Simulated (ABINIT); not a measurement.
# Quasiparticle gap of CsPbCl3 (Pm-3m) in ABINIT, part 2 of 2

Aim: the G0W0 gap of CsPbCl3 (Pm-3m) on PBE, step by step.

ABINIT 10.8.3; PBE and many-body steps on it, plane waves. Known limits of the many-body steps: not at the basis limit; screening head approximate; no spin-orbit coupling; coarse k mesh.

So far. Step 2 (Ground state): The gap is direct, at (0.500, 0.500, 0.500). Step 3 (Empty states on the mesh, 2×2×2 mesh, 202 bands): On this mesh the gap is 1.932 eV.

## (4) Screening, 2×2×2 mesh, 184 bands, screening to 119.7 eV

The RPA dielectric matrix is built and inverted for each q.

This step: RPA screening on PBE, plane waves, norm-conserving pseudopotentials.

run.abi

```
acell 3*1.0 Angstrom
rprim 
  5.605000000000 0.000000000000 0.000000000000
  0.000000000000 5.605000000000 0.000000000000
  0.000000000000 0.000000000000 5.605000000000
ntypat 3
znucl 55 82 17
natom 5
typat 1 2 3 3 3
xred 
  0.000000000000 0.000000000000 0.000000000000
  0.500000000000 0.500000000000 0.500000000000
  0.500000000000 0.500000000000 0.000000000000
  0.000000000000 0.500000000000 0.500000000000
  0.500000000000 0.000000000000 0.500000000000
pp_dirpath "pseudos"
pseudos "Cs.upf, Pb.upf, Cl.upf"
ecut 32
ngkpt 2 2 2
nshiftk 1
shiftk 0 0 0
kptopt 1
chksymbreak 0
istwfk *1
occopt 1
irdwfk 1
optdriver 3
nband 184
ecuteps 4.4
inclvkb 0
awtr 1
symchi 1
indata_prefix "in"
outdata_prefix "out"
tmpdata_prefix "tmp"
```

Started as:

```sh
$ OMP_NUM_THREADS=1 mpirun -n 4 abinit run.abi > log
```

Numbers of over 12 decimals in the logs are rounded to 6 here.

Log:

```text
.Version 10.8.3 of ABINIT. v10.8.2 released Aug 2026.

 Symmetries : space group Pm -3 m (#221); Bravais cP (primitive cubic)
[... echo of the input left out ...]
== DATASET  1 ==================================================================
-   mpi_nproc: 4, omp_nthreads: 1 (-1 if OMP is not activated)

--- !DatasetInfo
iteration_state: {dtset: 1, }
dimensions: {natom: 5, nkpt: 4, mband: 184, nsppol: 1, nspinor: 1, nspden: 1, mpw: 10280, }
cutoff_energies: {ecut:  32.0, pawecutdg:  -1.0, }
electrons: {nelect:   5.20000000E+01, charge:   0.00000000E+00, occopt:   1.00000000E+00, tsmear:   1.00000000E-02, }

 SCREENING: Calculation of the susceptibility and dielectric matrices

 Based on a program developped by R.W. Godby, V. Olevano, G. Onida, and L. Reining.
 Incorporated in ABINIT by V. Olevano, G.-M. Rignanese, and M. Torrent.
.Using double precision arithmetic ; gwpc =  8

[... cell and pseudopotentials left out ...]
--------------------------------------------------------------------------------

 ==== K-mesh for the wavefunctions ====
 Number of points in the irreducible wedge :     4
[... list of points left out ...]
 Together with 48 symmetry operations and time-reversal symmetry
 yields     8 points in the full Brillouin Zone.

 ==== Q-mesh for the screening function ====
 Number of points in the irreducible wedge :     4
[... list of points left out ...]
 Together with 48 symmetry operations and time-reversal symmetry
 yields     8 points in the full Brillouin Zone.

 setmesh: FFT mesh size selected  =    40x   40x   40
          total number of points  =        64000

 vcoul_init : cutoff-mode = AUXILIARY_FUNCTION
 q-points for optical limit:   1
     1)      0.000010    0.000020    0.000030

- screening: taking advantage of time-reversal symmetry
- Maximum band index for partially occupied states nbvw = 26
- Remaining bands to be divided among processors   nbcw = 158
- Number of bands treated by each node ~39

 Number of electrons calculated from density =   52.0000; Expected =   52.0000
 average of density, n =  0.043760
 r_s =    1.7604
 omega_plasma =   20.1788 [eV]

 calculating chi0 at frequencies [eV] :
  1    0.000000E+00    0.000000E+00
  2    0.000000E+00    2.017881E+01

--------------------------------------------------------------------------------
  q-point number  1        q = ( 0.000000, 0.000000, 0.000000) [r.l.u.]
--------------------------------------------------------------------------------
[... chi0 elements left out ...]
 For q-point:  0.000010 0.000020 0.000030
  dielectric constant =   7.4008
  dielectric constant without local fields =   8.4619

  Average fulfillment of the sum rule on Im[epsilon] for q-point    1 :     65.43  [%]
[... wings left out ...]
  q-point number  2        q = ( 0.500000, 0.000000, 0.000000) [r.l.u.]
--------------------------------------------------------------------------------
[... chi0 elements left out ...]
  Average fulfillment of the sum rule on Im[epsilon] for q-point    2 :     71.85  [%]

 [... 2 further q-points ...]
```

It took 32 s on 4 MPI ranks of Arm Neoverse V1, shared host; peak memory 1.6 GiB.

This step gave:

- ε∞ with local fields, on this mesh, along the program's q direction: 7.401
- the same without local fields: 8.462
- plasma frequency: 20.18 eV
- plane waves in the screening matrix: 515

Local fields lower ε∞ by 13 %. On a Γ-centred mesh this coarse the value itself is usually too large, while a short band sum pulls it down.

## (5) Self-energy, 2×2×2 mesh, 184 bands, screening to 119.7 eV

The self-energy is evaluated for the states that the input lists, and the levels follow from it, in one-shot runs by the linearised quasiparticle equation.

This step: G0W0 on PBE, plane waves, norm-conserving pseudopotentials.

Changes to run.abi since step 4:

```diff
@@ -26,8 +26,17 @@
 irdwfk 1
-optdriver 3
+optdriver 4
 nband 184
+gwcalctyp 0
+ecutsigx 32
+symsigma 1
+nkptgw 2
+kptgw 
+  0.5000000000 0.5000000000 0.5000000000
+  0.0000000000 0.0000000000 0.0000000000
+bdgw 
+  23 29
+  24 29
 ecuteps 4.4
-inclvkb 0
-awtr 1
-symchi 1
+irdscr 1
+ppmodel 1
 indata_prefix "in"
```

Log:

```text
.Version 10.8.3 of ABINIT. v10.8.2 released Aug 2026.

 Symmetries : space group Pm -3 m (#221); Bravais cP (primitive cubic)
[... echo of the input left out ...]
== DATASET  1 ==================================================================
-   mpi_nproc: 4, omp_nthreads: 1 (-1 if OMP is not activated)

--- !DatasetInfo
iteration_state: {dtset: 1, }
dimensions: {natom: 5, nkpt: 4, mband: 184, nsppol: 1, nspinor: 1, nspden: 1, mpw: 10280, }
cutoff_energies: {ecut:  32.0, pawecutdg:  -1.0, }
electrons: {nelect:   5.20000000E+01, charge:   0.00000000E+00, occopt:   1.00000000E+00, tsmear:   1.00000000E-02, }

 SIGMA: Calculation of the GW corrections

 Based on a program developped by R.W. Godby, V. Olevano, G. Onida, and L. Reining.
 Incorporated in ABINIT by V. Olevano, G.-M. Rignanese, and M. Torrent.
.Using double precision arithmetic ; gwpc =  8

[... cell and pseudopotentials left out ...]
--------------------------------------------------------------------------------

 ==== K-mesh for the wavefunctions ====
 Number of points in the irreducible wedge :     4
[... list of points left out ...]
 Together with 48 symmetry operations and time-reversal symmetry
 yields     8 points in the full Brillouin Zone.

 ==== Q-mesh for screening function ====
 Number of points in the irreducible wedge :     4
[... list of points left out ...]
 Together with 48 symmetry operations and time-reversal symmetry
 yields     8 points in the full Brillouin Zone.

 vcoul_init : cutoff-mode = AUXILIARY_FUNCTION
 q-points for optical limit:   1
     1)      0.000010    0.000020    0.000030
 setmesh: FFT mesh size selected  =    54x   54x   54
          total number of points  =       157464

 Number of electrons calculated from density =   52.0000; Expected =   52.0000
 average of density, n =  0.043760
 r_s =    1.7604
 omega_plasma =   20.1788 [eV]

 === KS Band Gaps ===
  >>>> For spin  1
   Minimum direct gap =   1.9318 [eV], located at k-point      :   0.5000  0.5000  0.5000
   Fundamental gap    =   1.9318 [eV], Top of valence bands at :   0.5000  0.5000  0.5000
                                       Bottom of conduction at :   0.5000  0.5000  0.5000
 SIGMA fundamental parameters:
 PLASMON POLE MODEL  1
 number of plane-waves for SigmaX                10251
 number of plane-waves for SigmaC and W            515
 number of plane-waves for wavefunctions         10251
 number of bands                                   184
 number of independent spin polarizations            1
 number of spinorial components                      1
 number of k-points in IBZ                           4
 number of q-points in IBZ                           4
 number of symmetry operations                      48
 number of k-points in BZ                            8
 number of q-points in BZ                            8
 number of frequencies for dSigma/dE                 9
 frequency step for dSigma/dE [eV]                0.25
 number of omega for Sigma on real axis              0
 max omega for Sigma on real axis  [eV]           0.00
 zcut for avoiding poles [eV]                     0.10

 EPSILON^-1 parameters (SCR file):
 dimension of the eps^-1 matrix on file            515
 dimension of the eps^-1 matrix used               515
 number of plane-waves for wavefunctions         10251
 number of bands                                   184
 number of q-points in IBZ                           4
 number of frequencies                               2
 number of real frequencies                          1
 number of imag frequencies                          1

 matrix elements of self-energy operator (all in [eV])

 Perturbative Calculation

--- !SelfEnergy_ee
iteration_state: {dtset: 1, }
kpoint     : [   0.500,    0.500,    0.500, ]
spin       : 1
KS_gap     :    1.932
QP_gap     :    3.182
Delta_QP_KS:    1.250
data: !SigmaeeData |
     Band     E0 <VxcDFT>   SigX SigC(E0)      Z dSigC/dE  Sig(E)    E-E0       E
       23   0.573 -14.257 -18.504   3.045   0.775  -0.290 -15.188  -0.932  -0.359
       24   0.573 -14.257 -18.504   3.045   0.775  -0.290 -15.188  -0.932  -0.359
       25   0.573 -14.257 -18.504   3.045   0.775  -0.290 -15.188  -0.932  -0.359
       26   2.787 -15.725 -17.975   1.730   0.796  -0.256 -16.139  -0.414   2.373
       27   4.719 -10.379  -6.296  -3.069   0.824  -0.213  -9.543   0.836   5.555
       28   4.719 -10.379  -6.296  -3.069   0.824  -0.213  -9.543   0.836   5.555
       29   4.719 -10.379  -6.296  -3.069   0.824  -0.213  -9.543   0.836   5.555

--- !SelfEnergy_ee
iteration_state: {dtset: 1, }
kpoint     : [   0.000,    0.000,    0.000, ]
spin       : 1
KS_gap     :    5.879
QP_gap     :    7.120
Delta_QP_KS:    1.241
data: !SigmaeeData |
     Band     E0 <VxcDFT>   SigX SigC(E0)      Z dSigC/dE  Sig(E)    E-E0       E
       24   0.252 -14.036 -18.291   3.052   0.775  -0.290 -14.968  -0.931  -0.679
       25   0.252 -14.036 -18.291   3.052   0.775  -0.290 -14.968  -0.931  -0.679
       26   0.252 -14.036 -18.291   3.052   0.775  -0.290 -14.968  -0.931  -0.679
       27   6.131  -6.348  -2.686  -3.295   0.845  -0.183  -6.038   0.310   6.441
       28   7.070  -6.633  -2.878  -3.180   0.846  -0.182  -6.147   0.486   7.556
       29   7.070  -6.633  -2.878  -3.180   0.846  -0.182  -6.147   0.486   7.556

== END DATASET(S) ==============================================================
================================================================================

 -outvars: echo values of variables after computation  --------
           etotal      0.0000000000E+00
            nband         184
             nkpt           4
          spgroup         221
 [... the other variables as echoed above ...]

 Calculation completed.
```

The job ended after 35 s (4 MPI ranks; peak memory 1.7 GiB).

Numbers from this step:

```
G0W0 gap on the points computed              : 3.182 eV
starting gap on the mesh                     : 1.932 eV
k of the valence top                         : 0.5, 0.5, 0.5
k of the conduction bottom                   : 0.5, 0.5, 0.5
Z at the valence top                         : 0.796
Z at the conduction bottom                   : 0.824
least direct G0W0 gap on the computed points : 3.182 eV
```

The gap on the mesh goes from 1.93 eV to 3.18 eV, a correction of +1.25 eV.

Limits: finite bands, cutoff and mesh; screening head approximate; no spin-orbit coupling; coarse k mesh. v1 is the top filled band, c1 the lowest empty one. Levels before and after the correction, in eV, zero at the valence-band top of each column:

|  | conduction bottom | valence top |
| --- | --- | --- |
| Kohn-Sham | 1.93 | 0.00 |
| G0W0 | 3.18 | 0.00 |

|  | level | energy (eV) |
| --- | --- | --- |
| Kohn-Sham | (0.5 0.5 0.5) v4-v2 | -2.214 |
| Kohn-Sham | (0.5 0.5 0.5) v1 | 0.000 |
| Kohn-Sham | (0.5 0.5 0.5) c1-c3 | 1.932 |
| G0W0 | (0.5 0.5 0.5) v4-v2 | -2.732 |
| G0W0 | (0.5 0.5 0.5) v1 | 0.000 |
| G0W0 | (0.5 0.5 0.5) c1-c3 | 3.182 |

## (6) Where the time went

Times are wall times on 4 MPI ranks of Arm Neoverse V1, shared host, good to a factor of about two.

| step | time | share | memory (GiB) |
| --- | --- | --- | --- |
| ground state | 52 s | 23 % | 0.42 |
| empty states on the mesh | 1.8 min | 48 % | 0.53 |
| screening | 32 s | 14 % | 1.6 |
| self-energy | 35 s | 15 % | 1.7 |

## (7) Summary of results

```yaml
pbe_gap: 1.93 eV, direct
g0w0_gap_on_the_mesh: 3.18 eV
gw_settings: 2×2×2 mesh, 184 bands, screening to 119.7 eV, Godby-Needs plasmon pole
known_limits: not at the basis limit; screening head approximate; no spin-orbit coupling; coarse k mesh
```

G0W0 moves the gap on the mesh from 1.93 eV to 3.18 eV (+1.25 eV), with Z of 0.80 and 0.82 at the edges. Local fields lower the RPA ε∞ on this mesh from 8.46 to 7.40; a Γ-centred mesh this coarse tends to raise both, most where the direct gap is narrow, while a short band sum lowers them. Only 2 of the mesh's irreducible points were corrected, so a valley elsewhere could overtake. The dearest step here is «empty states on the mesh». Bands and cutoff are finite, so the gap is not at the basis limit. The miss can reach some tenths of an eV and take either sign; the mesh is an error of its own. In the G0W0 run levels were corrected at 2 k points alone, so a gap called «on the mesh» is the least over those, and an edge elsewhere would be missed. The 2×2×2 mesh is coarse for this cell, which bears on the long-range parts of exchange and screening. Where an edge is built on 6p states of lead, bismuth or thallium, scalar-relativistic gaps usually stand too wide, by a few tenths to over one eV. This is the ideal cubic cell; many perovskites, halides above all, are cubic only on average, and local tilts or off-centring can widen the gap. The long-wavelength limit of the screening leaves out the non-local commutator, which shifts ε∞. The many-body steps are scalar-relativistic: spin-orbit coupling is not in them.

[Paths, hosts, dates, memory and timing lines, banners, echoed tables and standing remarks are left out of the program output.]

[Logs are printed without paths, hosts, clocks, repeated set-up lines and the standing remarks that a program may print on its own settings, such as how far it seeks lower states.]

[Runs of the session that timed out or met a known fault of the program may be left out.]

[Hosts, paths, dates, database ids (printed as entryN), source tags and the programs' standing remarks are cut or masked in the printed files.]

[G0W0 gaps are taken among the corrected bands and points alone; a level outside them can change the order at an edge.]

[Where Ansatz stands beside ABINIT at settings called matched, ABINIT's density can come from a denser mesh and the files from another edition; pairs whose starting gaps differed by over 0.03 eV were left out, so agreement reads better than it is.]
